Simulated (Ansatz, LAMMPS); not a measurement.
# Charge trapping in glassy 73GeO2-27Al2O3 (mol %) (117 atoms), part 4 of 4

Aim: add and remove one electron in glassy 73GeO2-27Al2O3 (mol %) (117 atoms), with atoms held and relaxed, and read trapping energy and localisation.

Ansatz 0.2.0; Kohn-Sham DFT, PBE, PAW (set soft_1), plane waves; PAW set soft_1.

The cell: 24 Ge, 18 Al and 75 O. The quench rate of 10 K/ps is many orders above laboratory rates. The network of bonds at the start is that of the classical potential that made the cell. Only the Γ point is sampled, in a cell whose shortest periodic width is 12 Å.

So far. Step 11 (An extra hole, levels at the relaxed geometry): The distance from O62 to Al33 changes most, from 1.72 Å in the neutral cell to 1.75 Å.

## 11. An extra hole, levels at the relaxed geometry (continued)

Spin density in the bc plane at fractional x = 0.356, with atoms of Ge and Al and O within 0.2 Å of it.

Ten even steps from '0' (0.00 e/Å³) to '9' (0.17 e/Å³), each cell a mean:
```
000000000000000000000000000000000
000000000000000000000000000000000
000000000000000000000000000000000
000000000000000000000000000000000
000000000000000000000000000000000
000000000000000000000000000000000
000000000000000000000000000000000
000000000000000000000000000000000
000000000000000000000000000000000
000000000000000000000000000001110
000000000000000000000000000000000
000000000000000000000000000000000
121000000000000000000000000000000
593000000000000000000000000000001
153000000000000000000000000000000
143100000000000000000000000000000
000000000000000000000000000000000
000000000000000000000000000000000
000000000000000000000000000000000
000000000000000000000000000000000
000000010000000000000000000000000
000000000000000000000000000000000
000000000000000000000000000000000
100000000000000000000000000000000
```
Columns run along b (11.8 Å), rows up along c (11.8 Å). Atoms in or near the plane, at fractional coordinates: Ge at (0.37, 0.51), Al at (0.74, 0.26), O at (0.33, 0.37), O at (0.90, 0.60), O at (0.25, 0.60), O at (0.60, 0.98), O at (0.43, 0.17).

## 12. Neutral at the geometry of the hole

The neutral cell at the new geometry gives the energy of that geometry without the charge.

Contents of input.yaml:

```yaml
crystal:
  lattice:
    - [11.75225, 0.0, 0.0]
    - [0.0, 11.75225, 0.0]
    - [0.0, 0.0, 11.75225]
  atoms:
    - { symbol: Ge, position: [0.37173, 0.37015, 0.51285] }
    - { symbol: Ge, position: [0.04239, 0.27301, 0.34559] }
    - { symbol: Ge, position: [0.31997, 0.92412, 0.74715] }
    - { symbol: Ge, position: [0.32681, 0.20335, 0.73752] }
    - { symbol: Ge, position: [0.56261, 0.65936, 0.71223] }
    - { symbol: Ge, position: [0.26827, 0.81156, 0.51214] }
    [... 105 atom lines left out ...]
    - { symbol: O, position: [0.74368, 0.4036, 0.48407] }
    - { symbol: O, position: [0.45458, 0.63712, 0.21158] }
    - { symbol: O, position: [0.59028, 0.79929, 0.66696] }
    - { symbol: O, position: [0.36441, 0.60007, 0.98285] }
    - { symbol: O, position: [0.35594, 0.43424, 0.16723] }
    - { symbol: O, position: [0.06763, 0.46496, 0.65474] }
kpoints:
  mp_grid: { grid: [1, 1, 1] }
hamiltonian:
  xc: pbe
  pseudopotentials: { kind: paw, azcp: { folder: soft_1 } }
scf:
  occupations: { method: fixed }
output:
  forces: true
  stress: true
  populations: true
  dos:
    method: { smearing: { sigma: 0.15 } }
    de: 0.1
    projected: { site_lists: { Al: [Al], Ge: [Ge], O: [O] } }
  eigenvalues: true
```

Command:

```
$ ansatz run input.yaml --threads 4 --pin off --max-ram 8192MiB --backend cpu --events-out ev --progress --plain --runs-dir out
```

Output:

```text
[...]
Crystal: 117 atoms, lattice volume = 1623.166 Å³
Basis set: ecut = 420 eV, 31559 PW (Γ), exchange–correlation on 160×160×160 points (8 copies of the dense FFT grid, shifted against one another)
Bands: 537, of which v1, the nominal top of the filled ones, is band 420 counted from 1 (419 counted from 0)
Symmetry: 1 space group operations
[...]
k-points: 1
[...]
SCF iter   1: F=—  HF=-155403.765206 eV  |F-HF|=—  |Δ(HF+E_count)|=         —  Δρ=1.06e-1  dr2=1.47e2  ethr=3.10e-3  ⟨swp⟩=5.0  Hψ=1813  notcnv=0  defer=114
[...]
SCF iter  12: F=—  HF=-155360.261694 eV  |F-HF|=—  |Δ(HF+E_count)|=   8.02e-8  Δρ=2.63e-6  dr2=1.21e-7  ethr=2.43e-10  ⟨swp⟩=2.0  Hψ=794  notcnv=0  defer=113
SCF iter  13: F=-155360.261694 eV  HF=-155360.261694 eV  |F-HF|=1.72e-9  |Δ(HF+E_count)|=   1.60e-7  Δρ=1.41e-6  dr2=2.84e-8  ethr=1.19e-11  ⟨swp⟩=15.0  Hψ=3094  notcnv=0
SCF 1 converged in 13 iterations: F = -155360.261694 eV  dr2 = 2.84e-8
[...]
SCF converged after 13 iterations
Free energy (F): -155360.261694 eV
[...]
Internal energy: -155360.261694 eV  (E = F + TS)
E sigma→0 (E₀):  -155360.261694 eV
Fermi energy:    4.113249 eV
[...]
Σ components = -155360.261694   (vs F -155360.261694, Δ=0.00e0)
--- Forces (eV/Å), atoms counted from 1 ---
  atom   1  Ge     0.00114518    -0.08864316    -0.10276647
  atom   2  Ge     0.07365329    -0.05284462    -0.04770234
  atom   3  Ge     0.43854934    -0.30880557     0.27820537
  atom   4  Ge    -0.00568929    -0.21195652    -0.02991964
[...]
atom 117  O      0.03072991    -0.06919212    -0.01151906
  max |Σ_I F_I| component: 6.16e-5 eV/Å
--- Stress (GPa, compression-positive) ---
        1.743396       2.137915       0.552039
        2.137910       0.058198       0.117409
        0.552040       0.117406       0.030784
  P = ⅓ Tr σ = 0.6108 GPa (6.108 kbar)
--- Band table (eV) ---
[...]
--- Löwdin populations: 117 sites ---
  site symbol       q [e]
     0     Ge     12.4835
     1     Ge     12.4876
     2     Ge     12.5109
[...]
116      O      6.7470
  spilling = 0.006763 (of n_electrons = 840.000000)
```

Wall time 54 s (4 threads of Arm Neoverse V1, shared host); peak memory 2.5 GiB; 3.5 min of CPU time.

Neutral at the geometry of the hole: the energy stands 0.133 eV above that of the reference.

## 13. Energies and spread of the extra charge

Energies are differences within one cell and functional; the shift is the gain plus the neutral cell's energy at the new geometry, that is how much cheaper the vertical process becomes there. The spread is the participation number of the site moments (1/Σw², over the spin inside atomic spheres), with the atom that holds the largest share and the spin that the spheres hold in all.

| carrier | charged less neutral, atoms held (eV) | gain on relaxing (eV) | neutral cell at that geometry, less the reference (eV) | shift of the vertical energy (eV) | spread, atoms held | spread, relaxed |
| --- | --- | --- | --- | --- | --- | --- |
| electron | 6.048 | 0.032 | 0.031 | 0.062 | - | 72; O59 3 % of 0.13 μB |
| hole | -3.533 | 0.106 | 0.133 | 0.239 | 19; O62 12 % of 0.81 μB | 12; O62 17 % of 0.82 μB |

## 14. Outcome

The extra electron gains 0.032 eV as the atoms relax: it stays spread out at this level. The cell with the electron keeps a moment of only 0.32 μB where one unpaired electron should give 1 μB: the carrier is shared between both spins, which can hide trapping. The extra hole gains 0.11 eV as the atoms relax, and its spin goes from about 19 to 12 atoms: it stays spread out at this level. The hole is shared among 2 partly filled levels, as near-degenerate levels under the smearing give, and as self-interaction favours. Adding the two vertical energies gives 2.51 eV, against a gap of 2.27 eV in the neutral cell. The zero of the potential cancels in this sum; the excess likely reflects the charging energy of carriers confined to few atoms or to a small cell, partly offset by their attraction to the background.

Caveats: Single energies of charged cells hang on the program's zero of potential. In the spin-polarised runs the search for a state of lower energy was switched off. No distortion was seeded, so a trapped state behind a barrier can't be found. Semilocal functionals favour spread-out charges, so trapping can be missed. In the spin-polarised runs the search for a state of lower energy was switched off. Charged cells carry a uniform background, with no correction for images.

The DFT runs together took 34 min of wall time.

[Long decimals in the printed logs are rounded to 6 places.]

[Logs are printed without paths, hosts, clocks, repeated set-up lines and the standing remarks that a program may print on its own settings, such as how far it seeks lower states.]

[Hosts, paths, dates, database ids (printed as entryN), source tags and the programs' standing remarks are cut or masked in the printed files.]
